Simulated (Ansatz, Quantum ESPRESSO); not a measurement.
# 1T-PtSe2, 2 layers, AA stacking: the dipole at a withheld member of a series

Method. Quantum ESPRESSO 7.5, PBE, GBRV ultrasoft. Cell and atoms are relaxed without a field with a D3(BJ) correction and then held. Sawtooth field with dipole correction, 17 Å of vacuum in the starting cell, Fermi-Dirac smearing of 0.002 Ry; bands along a path at each field. The series steps the field along the normal.

| field along the normal | dipole (e Å) |
| --- | --- |
| 0 V/Å | −0.000 |
| 0.05 V/Å | 0.032 |
| 0.1 V/Å | 0.065 |
| 0.2 V/Å | 0.130 |
| 0.4 V/Å | 0.259 |

One more run was made and is withheld. What is the dipole at 0.3 V/Å?

By hand: The rows at 0.2 V/Å and 0.4 V/Å give a slope of (0.259 − (0.130))/(0.4 − (0.2)) = 0.645, so a straight line gives 0.195 e Å. A parabola through these and the row at 0.1 V/Å gives 0.195 e Å.

**The withheld run.** 0.194 e Å. The line misses by +0.001 and the parabola by +0.001 e Å. Both misses are under 5 % of the step from the nearer row.

**Limits.** Ions are held; semilocal gaps are too small; in strong fields empty levels can belong to the vacuum; one stacking. Members without a usable value, or on the other side of zero field or charge, are not listed.
